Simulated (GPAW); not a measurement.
## Magnetic state of MnGa7N8 (GaN32 Mn2 d3p18) from several starts

A self-consistent run ends on one state, which hangs on the start. Several orders of MnGa7N8 (GaN32 Mn2 d3p18) are started in GPAW and their energies compared.

Main program and level: GPAW 26.7.0; PBE; plane waves with GPAW's PAW setups, scalar-relativistic.

## Step 1: Set-up

It takes space group Cm (No. 8, monoclinic). Conventional cell: a = 11.047 Å, b = 6.378 Å, c = 10.370 Å, α = 90.00°, β = 90.00°, γ = 90.00°. Nearest to Mn lie 4 N at 1.95 Å. N has 2 Mn at 1.95 Å and 2 Ga at 1.95 Å nearest. Nearest to N lie 1 Mn at 1.95 Å and 3 Ga at 1.95 Å. Ga has 4 N at 1.95 Å nearest. Nearest to N lie 4 Ga at 1.95 Å. substitutional dopants on the host's lattice, its constants typed without a cited source, atoms not relaxed. Farther neighbours and most contacts between anions are not listed.

The cell is a made-up one and need not be a known phase.

## Step 2: Run 1 (ferro ++)

The parallel start comes first: it fits the smallest cell, keeps the most symmetry and shows whether parallel moments form.

Input file order1.py:

```python
import json
import numpy as np
from ase import Atoms
from ase.parallel import paropen, parprint
from gpaw import GPAW

atoms = Atoms(['Mn', 'N', 'Mn', 'N', 'Ga', 'N', 'Ga', 'N', 'Ga', 'N', 'Ga', 'N', 'Ga', 'N', 'Ga', 'N', 'Ga', 'N', 'Ga', 'N', 'Ga', 'N', 'Ga', 'N', 'Ga', 'N', 'Ga', 'N', 'Ga', 'N', 'Ga', 'N'],
    cell=[[6.378, 0.0, 0.0],
         [-3.189, 5.52351, 0.0],
         [0.0, 0.0, 10.37]],
    scaled_positions=[[0.0, 0.0, 0.0],
         [0.166667, 0.333333, 0.0615],
         [0.166667, 0.333333, 0.25],
         [0.0, 0.0, 0.3115],
         [0.0, 0.0, 0.5],
         [0.166667, 0.333333, 0.5615],
         [0.166667, 0.333333, 0.75],
         [0.0, 0.0, 0.8115],
         [0.0, 0.5, 0.0],
         [0.166667, 0.833333, 0.0615],
         [0.166667, 0.833333, 0.25],
         [0.0, 0.5, 0.3115],
         [0.0, 0.5, 0.5],
         [0.166667, 0.833333, 0.5615],
         [0.166667, 0.833333, 0.75],
         [0.0, 0.5, 0.8115],
         [0.5, 0.0, 0.0],
         [0.666667, 0.333333, 0.0615],
         [0.666667, 0.333333, 0.25],
         [0.5, 0.0, 0.3115],
         [0.5, 0.0, 0.5],
         [0.666667, 0.333333, 0.5615],
         [0.666667, 0.333333, 0.75],
         [0.5, 0.0, 0.8115],
         [0.5, 0.5, 0.0],
         [0.666667, 0.833333, 0.0615],
         [0.666667, 0.833333, 0.25],
         [0.5, 0.5, 0.3115],
         [0.5, 0.5, 0.5],
         [0.666667, 0.833333, 0.5615],
         [0.666667, 0.833333, 0.75],
         [0.5, 0.5, 0.8115]],
    pbc=True,
    magmoms=[4.5, 0.0, 4.5, 0.0, 0.0, 0.0, 0.0, 0.0, 0.0, 0.0, 0.0, 0.0, 0.0, 0.0, 0.0, 0.0, 0.0, 0.0, 0.0, 0.0, 0.0, 0.0, 0.0, 0.0, 0.0, 0.0, 0.0, 0.0, 0.0, 0.0, 0.0, 0.0])
atoms.calc = GPAW(mode={'name': 'pw', 'ecut': 600},
    xc='PBE',
    kpts={'size': (5, 5, 3), 'gamma': True},
    occupations={'name': 'fermi-dirac', 'width': 0.05},
    convergence={'density': 1e-05, 'energy': 1e-05},
    maxiter=200,
    mixer={'name': 'pulay', 'beta': 0.05, 'nmaxold': 6, 'weight': 50},
    symmetry={'tolerance': 1e-4},
    txt='order1.txt')
e = atoms.get_potential_energy(force_consistent=True)
res = {'free_energy': e, 'energy_sigma0': atoms.get_potential_energy(), 'fermi_energy': atoms.calc.get_fermi_level()}
res['moments'] = atoms.get_magnetic_moments().tolist()
res['total'] = atoms.get_magnetic_moment()
parprint('site moments (muB):', np.round(res['moments'], 3))
parprint(f"total moment: {res['total']:.3f} muB")
parprint(f'free energy: {e:.6f} eV')
atoms.calc.write('order1.gpw')
with paropen('results.json', 'w') as f:
    json.dump(res, f)
```

Run with:

```sh
> OMP_NUM_THREADS=1 mpirun -n 4 gpaw python order1.py > order1.log
```

The log of the run:

```text
site moments (muB): [ 3.427e+00 -2.600e-02  3.439e+00  1.800e-02  1.100e-02  2.000e-03
  1.000e-02  3.000e-03  2.600e-02  1.500e-02  2.900e-02  1.000e-02
  9.000e-03  5.000e-03  1.000e-02  3.000e-03  2.200e-02  2.000e-03
  2.100e-02  3.000e-03  2.000e-03  4.000e-03  2.000e-03  2.000e-03
  2.600e-02  1.500e-02  2.900e-02  1.000e-02  9.000e-03  5.000e-03
  1.000e-02  3.000e-03]
total moment: 8.000 muB
free energy: -201.550239 eV

--- order1.txt ---
Input parameters:
  mode=PW(ecut=600),
  convergence={'density': 1e-05, 'energy': 1e-05},
  kpts=MonkhorstPack(size=(5, 5, 3), gamma=True),
  maxiter=200,
  mixer=Pulay(name='pulay', nmaxold=6, beta=0.05, weight=50, sigma=0.015, g_ss=None),
  occupations=Occupations(name='fermi-dirac', width=0.05),
  symmetry=Symmetry(tolerance=0.0001),
  xc=XC(name='PBE')

Diagonalizing LCAO Hamiltonian
Converting LCAO to pw mode

          Ga      Ga
         N       N
           NGa     NGa
          N       N
            N       N
         Ga      Ga
           Ga      Ga
         NGa     NGa
            Mn      Ga
          NN      NN

         Ga N    Ga N
           Mn      Ga

Atoms  # Å, Bohr magnetons
|    | symbol |         x |        y |        z |    initial magnetic moments |
|----|--------|-----------|----------|----------|-----------------------------|
|  0 |     Mn |  0.000000 | 0.000000 | 0.000000 | ( 0.0000,  0.0000,  4.5000) |
|  1 |      N |  0.000003 | 1.841168 | 0.637755 | ( 0.0000,  0.0000,  0.0000) |
|  2 |     Mn |  0.000003 | 1.841168 | 2.592500 | ( 0.0000,  0.0000,  4.5000) |
|  3 |      N |  0.000000 | 0.000000 | 3.230255 | ( 0.0000,  0.0000,  0.0000) |
|  4 |     Ga |  0.000000 | 0.000000 | 5.185000 | ( 0.0000,  0.0000,  0.0000) |
|  5 |      N |  0.000003 | 1.841168 | 5.822755 | ( 0.0000,  0.0000,  0.0000) |
|  6 |     Ga |  0.000003 | 1.841168 | 7.777500 | ( 0.0000,  0.0000,  0.0000) |
|  7 |      N |  0.000000 | 0.000000 | 8.415255 | ( 0.0000,  0.0000,  0.0000) |
|  8 |     Ga | -1.594500 | 2.761755 | 0.000000 | ( 0.0000,  0.0000,  0.0000) |
|  9 |      N | -1.594497 | 4.602923 | 0.637755 | ( 0.0000,  0.0000,  0.0000) |
| 10 |     Ga | -1.594497 | 4.602923 | 2.592500 | ( 0.0000,  0.0000,  0.0000) |
| 11 |      N | -1.594500 | 2.761755 | 3.230255 | ( 0.0000,  0.0000,  0.0000) |
| 12 |     Ga | -1.594500 | 2.761755 | 5.185000 | ( 0.0000,  0.0000,  0.0000) |
| 13 |      N | -1.594497 | 4.602923 | 5.822755 | ( 0.0000,  0.0000,  0.0000) |
| 14 |     Ga | -1.594497 | 4.602923 | 7.777500 | ( 0.0000,  0.0000,  0.0000) |
| 15 |      N | -1.594500 | 2.761755 | 8.415255 | ( 0.0000,  0.0000,  0.0000) |
| 16 |     Ga |  3.189000 | 0.000000 | 0.000000 | ( 0.0000,  0.0000,  0.0000) |
| 17 |      N |  3.189003 | 1.841168 | 0.637755 | ( 0.0000,  0.0000,  0.0000) |
| 18 |     Ga |  3.189003 | 1.841168 | 2.592500 | ( 0.0000,  0.0000,  0.0000) |
| 19 |      N |  3.189000 | 0.000000 | 3.230255 | ( 0.0000,  0.0000,  0.0000) |
| 20 |     Ga |  3.189000 | 0.000000 | 5.185000 | ( 0.0000,  0.0000,  0.0000) |
| 21 |      N |  3.189003 | 1.841168 | 5.822755 | ( 0.0000,  0.0000,  0.0000) |
| 22 |     Ga |  3.189003 | 1.841168 | 7.777500 | ( 0.0000,  0.0000,  0.0000) |
| 23 |      N |  3.189000 | 0.000000 | 8.415255 | ( 0.0000,  0.0000,  0.0000) |
| 24 |     Ga |  1.594500 | 2.761755 | 0.000000 | ( 0.0000,  0.0000,  0.0000) |
| 25 |      N |  1.594503 | 4.602923 | 0.637755 | ( 0.0000,  0.0000,  0.0000) |
| 26 |     Ga |  1.594503 | 4.602923 | 2.592500 | ( 0.0000,  0.0000,  0.0000) |
| 27 |      N |  1.594500 | 2.761755 | 3.230255 | ( 0.0000,  0.0000,  0.0000) |
| 28 |     Ga |  1.594500 | 2.761755 | 5.185000 | ( 0.0000,  0.0000,  0.0000) |
| 29 |      N |  1.594503 | 4.602923 | 5.822755 | ( 0.0000,  0.0000,  0.0000) |
| 30 |     Ga |  1.594503 | 4.602923 | 7.777500 | ( 0.0000,  0.0000,  0.0000) |
| 31 |      N |  1.594500 | 2.761755 | 8.415255 | ( 0.0000,  0.0000,  0.0000) |

Unit cell  # Å
| periodic |         x |        y |         z |   lengths |     angles |
|----------|-----------|----------|-----------|-----------|------------|
|      yes |  6.378000 | 0.000000 |  0.000000 |  6.378000 |  90.000000 |
|      yes | -3.189000 | 5.523510 |  0.000000 |  6.378000 |  90.000000 |
|      yes |  0.000000 | 0.000000 | 10.370000 | 10.370000 | 120.000000 |

Number of symmetries: 2

BZ-sampling:
  Number of BZ points: 75
  Number of IBZ points: 24

  Monkhorst-Pack size: [5, 5, 3]
  Monkhorst-Pack shift: [0, 0, 0]

K-points  # in reciprocal-cell coordinates
|     |                                coordinates |     weight |
|-----|--------------------------------------------|------------|
|   0 | (  0.00000000,   0.00000000,   0.00000000) | 0.01333333 |
|   1 | (  0.00000000,   0.00000000,   0.33333333) | 0.02666667 |
|   2 | (  0.00000000,   0.20000000,  -0.33333333) | 0.02666667 |
|   3 | (  0.00000000,   0.20000000,   0.00000000) | 0.02666667 |
|   4 | (  0.00000000,   0.20000000,   0.33333333) | 0.02666667 |
|   5 | (  0.00000000,   0.40000000,  -0.33333333) | 0.02666667 |
|   6 | (  0.00000000,   0.40000000,   0.00000000) | 0.02666667 |
|   7 | (  0.00000000,   0.40000000,   0.33333333) | 0.02666667 |
|   8 | (  0.20000000,   0.00000000,  -0.33333333) | 0.05333333 |
|   9 | (  0.20000000,   0.00000000,   0.00000000) | 0.05333333 |
| ... |                                            |            |
|  23 | (  0.40000000,   0.40000000,   0.33333333) | 0.05333333 |

Plane wave coefficients: 12263
Cutoff: 600.0 eV

Spin-components: 2 (collinear spins)
Bands:           101
Projectors:      162
Spin-degeneracy: 1
Datatype:        complex128

Parallelization:
  kpt:    4
  domain: 1
  band:   1

Density:
  Valence electrons: 152.0
  Components: 2
  Grid points: [40 40 60]
  Charge: 0.0  # |e|

Potential:
  Grid points: [40 40 60]

species:
  Mn:
    name:    Manganese
    Z:       25.0
    valence: 15
    core:    10
    charge:  0.0  # [|e|]
    compensation charges:
      type: gauss
      rc: 0.38  # [Å]
      lmax: 2
    cutoffs:
      filter: 2.14  # [Å]
      core: 0.86  # [Å]
    projectors
    | kind |    occ | energy [eV] | rcut [Å] |
    |------|--------|-------------|----------|
    |   3s |  2.000 |     -85.859 |    1.275 |
    |   4s |  2.000 |      -5.106 |    1.275 |
    |   3p |  6.000 |     -54.597 |    1.281 |
    |   4p |  0.000 |      -1.371 |    1.281 |
    |   3d |  5.000 |      -6.771 |    1.138 |
    |    d |        |      20.441 |    1.138 |

    Using partial waves for Mn as LCAO basis

  N:
    name:    Nitrogen
    Z:       7.0
    valence: 5
    core:    2
    charge:  0.0  # [|e|]
    compensation charges:
      type: gauss
      rc: 0.18  # [Å]
      lmax: 2
    cutoffs:
      filter: 1.11  # [Å]
      core: 0.96  # [Å]
    projectors
    | kind |    occ | energy [eV] | rcut [Å] |
    |------|--------|-------------|----------|
    |   2s |  2.000 |     -18.583 |    0.603 |
    |   2p |  3.000 |      -7.089 |    0.529 |
    |    s |        |       8.629 |    0.603 |
    |    p |        |      20.123 |    0.529 |
    |    d |        |       0.000 |    0.577 |

    Using partial waves for N as LCAO basis

  Ga:
    name:    Gallium
    Z:       31.0
    valence: 3
    core:    28
    charge:  0.0  # [|e|]
    compensation charges:
      type: gauss
      rc: 0.37  # [Å]
      lmax: 2
    cutoffs:
      filter: 2.06  # [Å]
      core: 4.17  # [Å]
    projectors
    | kind |    occ | energy [eV] | rcut [Å] |
    |------|--------|-------------|----------|
    |   4s |  2.000 |      -8.945 |    1.164 |
    |   4p |  1.000 |      -2.580 |    1.164 |
    |    s |        |      18.266 |    1.164 |
    |    p |        |      24.631 |    1.164 |
    |    d |        |       0.000 |    1.164 |

    Using partial waves for Ga as LCAO basis

Reference energy: -827121.121619  # eV

eigensolver:
  PPCG
  Converge bands: occupied
  niter=2

density mixing:
  Pulay-Mixer
  Linear mixing parameters: 0.05
  Old densities: 6
  Fourier metric: weight=50, sigma=0.015

occupation numbers:
  Fermi-Dirac:
    width: 0.0500  # eV

poisson solver:
  ecut: 4800.0  # eV

xc functional:
  name: PBE with 2 nearest neighbor stencil

convergence criteria:
- Maximum integral of absolute [dens]ity change: 1e-05 electrons / valence electron
- Maximum [total energy] change in last 3 cyles: 1e-05 eV / valence electron
- Maximum integral of absolute [eigenst]ate change: 4e-08 eV^2 / valence electron
maximum number of iterations: 200

SCF iterations
|iter     |      energy | eigst |  dens |  magmom |
|---------|-------------|-------|-------|---------|
|iter:   1|       0s | -228.843303 | +0.14 |       |  +9.0156|
|iter:   2|      33s | -221.265869 | -1.02 | -0.62 |  +8.9648|
|iter:   3|      67s | -202.017687 | +0.25 | -0.67 |  +8.6533|
|iter:   4|     102s | -202.101483 | -1.27 | -1.10 |  +8.6486|
|iter:   5|     135s | -201.461357 | -1.45 | -1.11 |  +8.5109|
|iter:   6|     168s | -201.738097 | -1.91 | -1.25 |  +8.4192|
|iter:   7|     202s | -201.672955 | -2.95 | -1.30 |  +8.3955|
|iter:   8|     235s | -201.564890 | -1.72 | -1.33 |  +8.1000|
|iter:   9|     268s | -201.532410 | -2.61 | -1.87 |  +8.0301|
|iter:  10|     301s | -201.532581 | -3.14 | -2.33 |  +8.0110|
[... 12 iterations left out ...]
|iter:  23|     734s | -201.533505c| -7.50c| -3.99 |  +7.9996|
|iter:  24|     767s | -201.533505c| -7.35 | -4.11 |  +7.9998|
|iter:  25|     783s | -201.533504c| -8.15c| -4.30 |  +7.9998|
|iter:  26|     807s | -201.533506c| -7.55c| -4.31 |  +7.9998|
|iter:  27|     823s | -201.533508c| -7.71c| -4.41 |  +7.9998|
|iter:  28|     840s | -201.533509c| -7.81c| -4.47 |  +7.9999|
|iter:  29|     857s | -201.533509c| -7.73c| -4.62 |  +7.9999|
|iter:  30|     874s | -201.533510c| -8.02c| -4.84 |  +7.9999|
|iter:  31|     891s | -201.533510c| -8.25c| -4.98 |  +8.0000|
|iter:  32|     908s | -201.533510c| -8.38c| -5.03c|  +8.0000|

Converged in 32 steps
Energy contributions relative to reference atoms: (reference = -827121.121619)

Energy contributions:
  Kinetic:         500.072844
  Coulomb:        -436.494632
  Zero:              1.042975
  External:          0.000000
  Xc:             -266.137968
  Entropy:          -0.033458
  Spinorbit:         0.000000
  ----------------------------
  Free energy:    -201.550239
  Extrapolated:   -201.533510

dipole moment: (-79.743247, -99.557723, -114.325772)  # |e|*Ang

Total magnetic moment: (0.000000, 0.000000, 7.999958)

Local magnetic moments
|        x |        y |         z |
|----------|----------|-----------|
| 0.000000 | 0.000000 |  3.426796 |  # Mn   0
| 0.000000 | 0.000000 | -0.025774 |  # N    1
| 0.000000 | 0.000000 |  3.438890 |  # Mn   2
| 0.000000 | 0.000000 |  0.017927 |  # N    3
| 0.000000 | 0.000000 |  0.010705 |  # Ga   4
| 0.000000 | 0.000000 |  0.002317 |  # N    5
| 0.000000 | 0.000000 |  0.009816 |  # Ga   6
| 0.000000 | 0.000000 |  0.003333 |  # N    7
| 0.000000 | 0.000000 |  0.026488 |  # Ga   8
| 0.000000 | 0.000000 |  0.015250 |  # N    9
| 0.000000 | 0.000000 |  0.029036 |  # Ga  10
| 0.000000 | 0.000000 |  0.010125 |  # N   11
| 0.000000 | 0.000000 |  0.008929 |  # Ga  12
| 0.000000 | 0.000000 |  0.004581 |  # N   13
| 0.000000 | 0.000000 |  0.009973 |  # Ga  14
| 0.000000 | 0.000000 |  0.002741 |  # N   15
[...]
| 0.000000 | 0.000000 |  0.002314 |  # Ga  22
| 0.000000 | 0.000000 |  0.002251 |  # N   23
| 0.000000 | 0.000000 |  0.026488 |  # Ga  24
| 0.000000 | 0.000000 |  0.015250 |  # N   25
| 0.000000 | 0.000000 |  0.029036 |  # Ga  26
| 0.000000 | 0.000000 |  0.010125 |  # N   27
| 0.000000 | 0.000000 |  0.008929 |  # Ga  28
| 0.000000 | 0.000000 |  0.004581 |  # N   29
| 0.000000 | 0.000000 |  0.009973 |  # Ga  30
| 0.000000 | 0.000000 |  0.002741 |  # N   31

Fermi level: 7.904
Eigenvalues  # (at kpt = [0.000, 0.000, 0.000])
| band index |      eig [eV] | occ [0-1] |      eig [eV] | occ [0-1] |
|------------|---------------|-----------|---------------|-----------|
|          0 |       -73.651 |     1.000 |       -69.790 |     1.000 |
|        ... |               |           |               |           |
|         67 |         5.596 |     1.000 |         5.679 |     1.000 |
|         68 |         5.613 |     1.000 |         5.705 |     1.000 |
|         69 |         5.647 |     1.000 |         6.001 |     1.000 |
|         70 |         5.919 |     1.000 |         6.174 |     1.000 |
|         71 |         6.006 |     1.000 |         6.198 |     1.000 |
|         72 |         6.095 |     1.000 |         8.588 |     0.000 |
|         73 |         6.243 |     1.000 |         8.868 |     0.000 |
|         74 |         6.325 |     1.000 |         8.931 |     0.000 |
|         75 |         6.478 |     1.000 |         9.138 |     0.000 |
|         76 |         7.168 |     1.000 |         9.345 |     0.000 |
|         77 |         7.815 |     0.855 |         9.515 |     0.000 |
|         78 |         7.996 |     0.138 |         9.822 |     0.000 |
|         79 |         8.035 |     0.068 |         9.896 |     0.000 |
|         80 |         8.280 |     0.001 |         9.897 |     0.000 |
|         81 |         8.510 |     0.000 |        10.019 |     0.000 |
|         82 |         8.545 |     0.000 |        10.379 |     0.000 |
|        ... |               |           |               |           |
|        100 |        13.099 |     0.000 |        13.599 |     0.000 |

No gap
No difference between direct/indirect transitions
```

Elapsed: 16 min, on 4 MPI ranks of Arm Neoverse V2, shared host; peak memory 3 GiB; 64 min of CPU time.

Spin moment in the augmentation sphere by element, in μB:

```csv
element,atoms,mean,spread (r.m.s.),least,largest
Mn,2,3.43,0.01,3.43,3.44
N,16,0.00,0.01,-0.03,0.02
Ga,14,0.02,0.01,0.00,0.03
```

The atoms farthest from the mean of their element:

```csv
atom,"x, y, z (Å)",spin moment in the augmentation sphere (μB)
N2,"0.00, 1.84, 0.64",-0.03
Ga21,"3.19, 0.00, 5.18",0.00
Ga27,"1.59, 4.60, 2.59",0.03
Ga11,"-1.59, 4.60, 2.59",0.03
N4,"0.00, 0.00, 3.23",0.02
Ga23,"3.19, 1.84, 7.78",0.00
Ga25,"1.59, 2.76, 0.00",0.03
Ga9,"-1.59, 2.76, 0.00",0.03
```

Numbers from this step:

```
magnetization : 8.000 μB
final state   : ferromagnetic
```

After 32 cycles the largest moment stands at 3.44 μB.

(Continued in part 2 of 2.)

[Logs and program files are shortened in this print: banners, set-up blocks, solver, clock and traceback lines can be left out without a mark of their own.]

[Logs are printed without paths, hosts, clocks, repeated set-up lines and the standing remarks that a program may print on its own settings, such as how far it seeks lower states.]

[Hosts, paths, dates, database ids (printed as entryN), source tags and the programs' standing remarks are cut or masked in the printed files.]

[Where a cell is said to come from a database of computed structures, the database is the Materials Project.]
